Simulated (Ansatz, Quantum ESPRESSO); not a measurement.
# RbCaH3 (Pm-3m): Raman and infrared activity

Wanted: vibrational spectra of RbCaH3 (Pm-3m) from linear and non-linear response.

Program: Quantum ESPRESSO 8.0 development, patched. Level of theory: DFT LDA, scalar-relativistic, plane waves, PseudoDojo norm-conserving pseudopotentials. Results are calculated unless marked as measured.

Most raw output is cut from this account.

### 1. Starting point

It takes space group Pm-3m (No. 221, cubic). Conventional cell: a = 4.547 Å, b = 4.547 Å, c = 4.547 Å, α = 90.00°, β = 90.00°, γ = 90.00°. Nearest to Rb lie 12 H at 3.22 Å. Nearest to Ca lie 6 H at 2.27 Å. Nearest to H lie 2 Ca at 2.27 Å and 8 H at 3.22 Å and 4 Rb at 3.22 Å. Farther neighbours are not listed.

### 2. A probe with smearing

Before anything dear is run, a loose run with smearing shows whether this is a metal and how far the cell is from rest.

The input, probe.in:

```
&control
   calculation = 'scf'
   prefix = 'x'
   outdir = './tmp'
   pseudo_dir = './pseudo'
   tprnfor = .true.
   tstress = .true.
   verbosity = 'high'
/
&system
   ibrav = 0
   nat = 5
   ntyp = 3
   ecutwfc = 74.0
   occupations = 'smearing'
   smearing = 'gaussian'
   degauss = 0.01
/
&electrons
   conv_thr = 1.0d-07
   mixing_beta = 0.7
   electron_maxstep = 100
/
ATOMIC_SPECIES
 Rb     85.4678  Rb.upf
 Ca     40.0780  Ca.upf
 H       1.0080  H.upf
CELL_PARAMETERS angstrom
     4.547000000    0.000000000    0.000000000
     0.000000000    4.547000000    0.000000000
     0.000000000    0.000000000    4.547000000
ATOMIC_POSITIONS crystal
 Rb     0.000000000   0.000000000   0.000000000
 Ca     0.500000000   0.500000000   0.500000000
 H      0.000000000   0.500000000   0.500000000
 H      0.500000000   0.000000000   0.500000000
 H      0.500000000   0.500000000   0.000000000
K_POINTS automatic
 4 4 4 0 0 0
```

Run with:

```sh
$ OMP_NUM_THREADS=1 mpirun -n 2 pw.x -nk 2 -in probe.in > probe.out
```

Elapsed: 6 s, on 2 MPI ranks of Intel Xeon Platinum 8488C (Sapphire Rapids), shared host; 12 s of CPU time.

This step gave:

| Item | Value |
| --- | --- |
| volume per atom | 18.80 Å³ |
| pressure | -2.441 GPa |
| gap on the k-mesh | 2.932 eV |

A gap of 2.9 eV opens on this mesh, so the crystal is taken as an insulator; the start stands at -2.4 GPa.

### 3. Relaxing the cell and atoms

The relaxation runs at a cutoff a fifth above that of the response, since stress converges more slowly with the basis than frequencies do. Forces and stress are brought to rest with tight thresholds.

relax.in, as its differences from probe.in of step 2:

```diff
@@ -1,3 +1,3 @@
 &control
-   calculation = 'scf'
+   calculation = 'vc-relax'
    prefix = 'x'
@@ -7,3 +7,5 @@
    tstress = .true.
-   verbosity = 'high'
+   forc_conv_thr = 2.0d-05
+   etot_conv_thr = 1.0d-07
+   nstep = 40
 /
@@ -13,11 +15,15 @@
    ntyp = 3
-   ecutwfc = 74.0
-   occupations = 'smearing'
-   smearing = 'gaussian'
-   degauss = 0.01
+   ecutwfc = 89
+   occupations = 'fixed'
+   nbnd = 13
 /
 &electrons
-   conv_thr = 1.0d-07
+   conv_thr = 1.0d-11
    mixing_beta = 0.7
    electron_maxstep = 100
+/
+&ions
+/
+&cell
+   press_conv_thr = 0.2
 /
```

Run with:

```sh
$ OMP_NUM_THREADS=1 mpirun -n 2 pw.x -nk 2 -in relax.in > relax.out
```

Run time: 47 s. Hardware: 2 MPI ranks.

Relaxation path:

| step | energy less that of the first step (eV) | largest force (eV/Å) | pressure (GPa) | volume (Å³) |
| --- | --- | --- | --- | --- |
| 1 | 0.0000 | 0.0000 | -2.42 | 94.01 |
| 2 | -0.0165 | 0.0000 | -2.17 | 92.86 |
| 3 | -0.0377 | 0.0000 | -1.77 | 91.14 |
| 4 | -0.0606 | 0.0000 | -1.11 | 88.61 |
| 5 | -0.0735 | 0.0000 | 0.04 | 84.90 |
| 6 | -0.0736 | 0.0000 | 0.00 | 85.02 |
| 7 | -0.0736 | 0.0000 | 0.00 | 85.01 |
| 8 | -0.0735 | 0.0000 | 0.00 | 85.01 |

| conventional cell, symmetrised | before | after | change |
| --- | --- | --- | --- |
| a (Å) | 4.547 | 4.397 | -3.3 % |
| b (Å) | 4.547 | 4.397 | -3.3 % |
| c (Å) | 4.547 | 4.397 | -3.3 % |
| volume (Å³/atom) | 18.80 | 17.00 | -9.6 % |

Final coordinates:

```cif
data_structure
_symmetry_space_group_name_H-M 'P 1'
_symmetry_Int_Tables_number 1
_cell_length_a 4.3970
_cell_length_b 4.3970
_cell_length_c 4.3970
_cell_angle_alpha 90.000
_cell_angle_beta 90.000
_cell_angle_gamma 90.000
_cell_volume 85.01
loop_
_atom_site_label
_atom_site_type_symbol
_atom_site_fract_x
_atom_site_fract_y
_atom_site_fract_z
_atom_site_occupancy
Rb1 Rb 0.00000 0.00000 0.00000 1
Ca2 Ca 0.50000 0.50000 0.50000 1
H3 H 0.00000 0.50000 0.50000 1
H4 H 0.50000 0.00000 0.50000 1
H5 H 0.50000 0.50000 0.00000 1
```

The last row of the table of steps is pw.x's closing run on a basis chosen anew for the final cell, so its energy can jump.

Numbers from this step:

- volume per atom: 17.00 Å³
- pressure: 0 GPa
- gap on the k-mesh: 2.829 eV

The volume changes by -9.6 % from the cell with which this run began.

### 4. Self-consistent run for the response

Perturbation theory inherits every error of the wavefunctions, so the threshold is set near the limit of the arithmetic. With a gap, occupations are fixed, which also allows the response to an electric field.

The input, scf.in:

```
&control
   calculation = 'scf'
   prefix = 'x'
   outdir = './tmp'
   pseudo_dir = './pseudo'
   tprnfor = .true.
   tstress = .true.
/
&system
   ibrav = 0
   nat = 5
   ntyp = 3
   ecutwfc = 74.0
   occupations = 'fixed'
   nbnd = 13
/
&electrons
   conv_thr = 1.0d-12
   mixing_beta = 0.7
   electron_maxstep = 100
/
ATOMIC_SPECIES
 Rb     85.4678  Rb.upf
 Ca     40.0780  Ca.upf
 H       1.0080  H.upf
CELL_PARAMETERS angstrom
     4.396990175    0.000000000    0.000000000
     0.000000000    4.396990175    0.000000000
     0.000000000    0.000000000    4.396990175
ATOMIC_POSITIONS crystal
 Rb     0.000000000   0.000000000   0.000000000
 Ca     0.500000000   0.500000000   0.500000000
 H      0.000000000   0.500000000   0.500000000
 H      0.500000000   0.000000000   0.500000000
 H      0.500000000   0.500000000   0.000000000
K_POINTS automatic
 4 4 4 0 0 0
```

Run with:

```sh
$ OMP_NUM_THREADS=1 mpirun -n 2 pw.x -nk 2 -in scf.in > scf.out
```

Elapsed: 6.6 s, on 2 MPI ranks.

This step gave:

```
pressure : -0.009 GPa
```

The cell stands at -0.009 GPa, close enough for phonons.

### 5. Linear response at Γ

At q = 0 one unit cell holds all displacements; symmetry groups them into irreducible representations that are solved one by one. The response to a field gives ε∞ and the Born charges, which polar modes need. Third-order response adds the Raman tensors.

The input, ph.in:

```
phonons
&inputph
   prefix = 'x'
   outdir = './tmp'
   fildyn = 'g.dyn'
   tr2_ph = 1.0d-18
   epsil = .true.
   lraman = .true.
   elop = .true.
/
0.000000000000 0.000000000000 0.000000000000
```

Run with:

```sh
$ OMP_NUM_THREADS=1 mpirun -n 2 ph.x -nk 2 -in ph.in > ph.out
```

The job ended after 7.4 min (2 MPI ranks).

This step gave:

| Quantity | Value |
| --- | --- |
| miss of the charge sum rule | 0.008380 e |
| largest acoustic frequency at the zone centre before the sum rule | -0.75 cm⁻¹ |
| highest optical zone-centre mode (no LO-TO term) | 1207 cm⁻¹ |
| lowest optical zone-centre mode | 108.2 cm⁻¹ |
| mean high-frequency dielectric constant | 3.478 |
| largest Born charge in size (third of the trace) | 1.742 e |

Born charge (rows field, columns displacement), before the sum rule (e), principal values of the symmetric part by kind of site:

| atom | atoms with these values | low | middle | high | mean |
| --- | --- | --- | --- | --- | --- |
| Rb1 | 1 | 1.09 | 1.09 | 1.09 | 1.09 |
| Ca2 | 1 | 1.74 | 1.74 | 1.74 | 1.74 |
| H3 | 3 | -1.07 | -0.88 | -0.88 | -0.95 |

In full for Rb1:

```
1.09 0.00 0.00
0.00 1.09 0.00
0.00 0.00 1.09
```

High-frequency dielectric tensor:

```
3.48 0.00 0.00
0.00 3.48 0.00
0.00 0.00 3.48
```

The acoustic modes at Γ come out as far as 0.8 cm⁻¹ from zero, where they should vanish, a small numerical error; the Born charges miss their sum rule by 0.0084 e, which is good.

### 6. Modes with the sum rule

A rigid shift of the crystal must cost nothing, but grids and finite bases break this; the acoustic sum rule is imposed before the matrix is diagonalised again. With Born charges the intensities follow, and the static dielectric tensor.

The input, dynmat.in:

```
&input
   fildyn = 'g.dyn'
   asr = 'simple'
   fileig = 'dynmat.eig'
   lperm = .true.
/
```

Run with:

```sh
$ dynmat.x -in dynmat.in > dynmat.out
```

Wall time 0.6 s (1 thread).

Numbers from this step:

| Item | Value |
| --- | --- |
| mean static dielectric constant | 12.02 |

Unit eigenvectors of the mass-weighted matrix after the sum rule; no LO-TO term. The modes at Γ (shares of kinetic energy by element, %):

| mode | frequency (cm⁻¹) | symmetry | Rb % | Ca % | H % |
| --- | --- | --- | --- | --- | --- |
| 1 | 0.0 | acoustic | 66 | 31 | 2 |
| 2 | 0.0 | acoustic | 66 | 31 | 2 |
| 3 | 0.0 | acoustic | 66 | 31 | 2 |
| 4 | 108.2 | T1u | 34 | 62 | 5 |
| 5 | 108.2 | T1u | 34 | 62 | 5 |
| 6 | 108.2 | T1u | 34 | 62 | 5 |
| 7 | 347.9 | T2u | 0 | 0 | 100 |
| 8 | 347.9 | T2u | 0 | 0 | 100 |
| 9 | 347.9 | T2u | 0 | 0 | 100 |
| 10 | 404.6 | T1u | 0 | 5 | 95 |
| 11 | 404.6 | T1u | 0 | 5 | 95 |
| 12 | 404.6 | T1u | 0 | 5 | 95 |
| 13 | 1207.1 | T1u | 0 | 2 | 98 |
| 14 | 1207.1 | T1u | 0 | 2 | 98 |
| 15 | 1207.1 | T1u | 0 | 2 | 98 |

Displacements in mode 5 (108.2 cm⁻¹), the largest set to 1:
```
Rb1 -0.48  0.10  0.01
Ca2  0.95 -0.19 -0.02
H3   0.89 -0.20 -0.02
H4   1.00 -0.18 -0.02
H5   1.00 -0.20 -0.01
```

Displacements in mode 11 (404.6 cm⁻¹), the largest set to 1:
```
Rb1  0.00  0.00  0.00
Ca2  0.00  0.00 -0.05
H3   0.00 -0.01  1.00
H4   0.01  0.00  1.00
H5   0.01 -0.01  0.05
```

Degenerate modes summed, no LO-TO term. Infrared lines, with heights relative to the strongest:

| position (cm⁻¹) | lines merged | label | IR intensity, relative |
| --- | --- | --- | --- |
| 108 | 3 | T1u | 2.5 |
| 348 | 3 | T2u | 0.0 |
| 405 | 3 | T1u | 100 |
| 1207 | 3 | T1u | 60 |

Static dielectric tensor (ions relaxed, fixed cell):

```
12.02  0.00  0.00
 0.00 12.02  0.00
 0.00  0.00 12.02
```

The rule moves no optical mode by more than 0.1 cm⁻¹.

### 7. Sum rules set otherwise: a sum rule for molecules or wires on a crystal

This rule also removes rotations, which suits wires and not a crystal; it is tried to see the harm.

The input, dynmat.in:

```
&input
   fildyn = 'g.dyn'
   asr = 'one-dim'
   fileig = 'dynmat.eig'
   lperm = .true.
/
```

Run with:

```sh
$ dynmat.x -in dynmat.in > dynmat.out
```

It took 0.59 s on 1 thread.

The program raised no error, yet the settings are not those of a careful run.

The fault: a sum rule for molecules or wires on a crystal; 1 optical mode is projected out to zero frequency, as if it were a rotation, and the static dielectric tensor is spoilt.

For a crystal the rule has to be 'simple' or 'crystal'.

Zone-centre frequencies as printed; negative means imaginary. Modes:

| mode | frequency (cm⁻¹) |
| --- | --- |
| 1 | 0 |
| 2 | 0 |
| 3 | 0 |
| 4 | 0 |
| 5 | 108.2 |
| 6 | 108.2 |
| 7 | 338.2 |
| 8 | 347.9 |
| 9 | 347.9 |
| 10 | 404.6 |
| 11 | 404.6 |
| 12 | 465.8 |
| 13 | 1193 |
| 14 | 1207 |
| 15 | 1207 |

### 8. Sum rules set otherwise (asr no)

Without the rule the raw error of the acoustic modes shows.

The input, dynmat.in:

```
&input
   fildyn = 'g.dyn'
   asr = 'no'
   fileig = 'dynmat.eig'
   lperm = .true.
/
```

Run with:

```sh
$ dynmat.x -in dynmat.in > dynmat.out
```

Elapsed: 0.59 s, on 1 thread.

Numbers from this step:

```yaml
mean_static_dielectric_constant: 12.06
```

Zone-centre frequencies as printed; negative means imaginary. Modes:

| mode | frequency (cm⁻¹) |
| --- | --- |
| 1 | -0.75 |
| 2 | -0.75 |
| 3 | -0.75 |
| 4 | 108.2 |
| 5 | 108.2 |
| 6 | 108.2 |
| 7 | 347.9 |
| 8 | 347.9 |
| 9 | 347.9 |
| 10 | 404.6 |
| 11 | 404.6 |
| 12 | 404.6 |
| 13 | 1207 |
| 14 | 1207 |
| 15 | 1207 |

Against the first rule no mode moves by more than 0.8 cm⁻¹.

### 9. Modes along a direction of q (1 0 0)

A longitudinal polar mode sets up a macroscopic field that stiffens it; the term hangs on the direction from which q goes to zero.

The input, dynmat.in:

```
&input
   fildyn = 'g.dyn'
   asr = 'simple'
   fileig = 'dynmat.eig'
   q(1) = 1.0
   q(2) = 0.0
   q(3) = 0.0
/
```

Run with:

```sh
$ dynmat.x -in dynmat.in > dynmat.out
```

Wall time 0.6 s (1 thread).

This step gave:

| Quantity | Value |
| --- | --- |
| highest mode moved by the LO-TO term | 1291 cm⁻¹ |

Zone-centre frequencies as printed; negative means imaginary. Modes:

| mode | frequency (cm⁻¹) |
| --- | --- |
| 1 | 0 |
| 2 | 0 |
| 3 | 0 |
| 4 | 108.2 |
| 5 | 108.2 |
| 6 | 118.6 |
| 7 | 347.9 |
| 8 | 347.9 |
| 9 | 347.9 |
| 10 | 404.6 |
| 11 | 404.6 |
| 12 | 641.6 |
| 13 | 1207 |
| 14 | 1207 |
| 15 | 1291 |

The field moves 3 modes; the highest of them now lies at 1292 cm⁻¹, where the highest that moved away lay at 1207.

### 10. The same in Ansatz

A second program on the same cell, potentials, cutoff and meshes tests the implementation of the phonon response, not its convergence. Its field response is summed in its own way. Its k mesh is centred on Γ.

This step: DFT LDA, scalar-relativistic, plane waves, PseudoDojo norm-conserving pseudopotentials (Ansatz 0.2.0).

The input, input.yaml:

```yaml
crystal:
  lattice:
    - [4.396990175, 0.0, 0.0]
    - [0.0, 4.396990175, 0.0]
    - [0.0, 0.0, 4.396990175]
  atoms:
    - { symbol: Rb, position: [0.0, 0.0, 0.0] }
    - { symbol: Ca, position: [0.5, 0.5, 0.5] }
    - { symbol: H, position: [0.0, 0.5, 0.5] }
    - { symbol: H, position: [0.5, 0.0, 0.5] }
    - { symbol: H, position: [0.5, 0.5, 0.0] }
kpoints:
  mp_grid: { grid: [4, 4, 4] }
hamiltonian:
  xc: lda
  pseudopotentials: { kind: nc, accuracy: standard }
scf:
  occupations: { method: fixed }
output:
  eigenvalues: true
basis:
  ecutwfc: 1006.821
phonons:
  method: dfpt
  dielectric: true
  rigid_motions: translations
  raman: true
```

Run with:

```sh
$ ansatz run input.yaml --threads 2 --pin off --max-ram 4096MiB --backend cpu --events-out ev --progress --plain --runs-dir out
```

Wall time 2.1 min (2 threads); peak memory 1.1 GiB; 4.2 min of CPU time.

This step gave:

| Item | Value |
| --- | --- |
| sum-rule residual before enforcement | 1.29e-4 eV/Å² |
| miss of the charge sum rule | 1.19e-4 e |
| estimated error of the dielectric tensor | 0.008018 |
| estimated error of the Born charges | 0.01047 e |
| mean high-frequency dielectric constant | 3.454 |
| largest Born charge in size (third of the trace) | 1.738 e |
| mean static dielectric constant | 11.94 |
| highest mode moved by the LO-TO term | 1292 cm⁻¹ |

Transverse modes. Lines of the infrared spectrum (strongest = 100):

| position (cm⁻¹) | label | IR intensity ((D/Å)²/amu), degenerate modes summed, relative |
| --- | --- | --- |
| 108 | T1u | 2.5 |
| 348 | T2u | 0.0 |
| 405 | T1u | 100 |
| 1207 | T1u | 60 |

The log warns that the force constants on this k mesh are to be taken as unconverged.

### 11. The two compared: QE PseudoDojo and Ansatz, PseudoDojo

Numbers from this step:

```yaml
root_mean_square_difference: 0.03 cm⁻¹
largest_difference: 0.04 cm⁻¹
```

The two runs side by side. Further quantities:

| quantity | QE PseudoDojo | Ansatz, PseudoDojo |
| --- | --- | --- |
| mean ε∞ | 3.478 | 3.454 |
| largest Born charge in size (e; the first before, the second after the charge sum rule) | 1.742 | 1.738 |
| summed IR intensity ((D/Å)²/amu) | 191.8 | 190.7 |

At the zone centre the largest difference (acoustic modes at Γ apart) is 0.003 % of the highest mode.

### 12. Outcome

```json
{
 "space group after relaxation": "Pm-3m",
 "volume per atom": "17.0 Å³",
 "gap on the k-mesh": "2.83 eV",
 "highest optical zone-centre mode (no LO-TO term)": "1207 cm⁻¹",
 "lowest optical zone-centre mode": "108.2 cm⁻¹",
 "highest mode moved by the LO-TO term": "1291 cm⁻¹",
 "mean high-frequency dielectric constant": "3.48",
 "largest Born charge in size (third of the trace)": "1.74 e",
 "mean static dielectric constant": "12.0",
 "imaginary optical modes at the zone centre (no q mesh in this session)": "none",
 "largest difference from Ansatz, PseudoDojo": "0.04 cm⁻¹"
}
```

What this shows: No mode is Raman active in this structure; the strongest infrared line lies at 405 cm⁻¹. At the LDA level the optical modes of RbCaH3 (Pm-3m) at the zone centre (no LO-TO term) run from 108 to 1207 cm⁻¹. Along the directions run, the highest mode that the macroscopic field moves lies at 1291 cm⁻¹. Lattice motion raises the mean dielectric constant from 3.478 to 12.02. Of the 12 optical modes, 9 are infrared active alone and 3 are silent. QE PseudoDojo and Ansatz, PseudoDojo agree to 0.04 cm⁻¹ (0.003 % of the highest mode compared) on all solved modes but the acoustic ones at Γ, without the LO-TO term. These are harmonic frequencies at zero temperature: anharmonic shifts and linewidths and thermal expansion are left out. Ansatz's log warns that force constants on this k mesh are to be taken as unconverged, an error that the frequencies of both programs share. The build is a development version in which the Raman tensors of release 7.5 are mended; dynmat.x leaves out the electro-optic term of LO lines.

[Host names and launcher messages were left out of these logs when they were recorded.]

[Logs are printed without paths, hosts, clocks, repeated set-up lines and the standing remarks that a program may print on its own settings, such as how far it seeks lower states.]

[Hosts, paths, dates, database ids (printed as entryN), source tags and the programs' standing remarks are cut or masked in the printed files.]
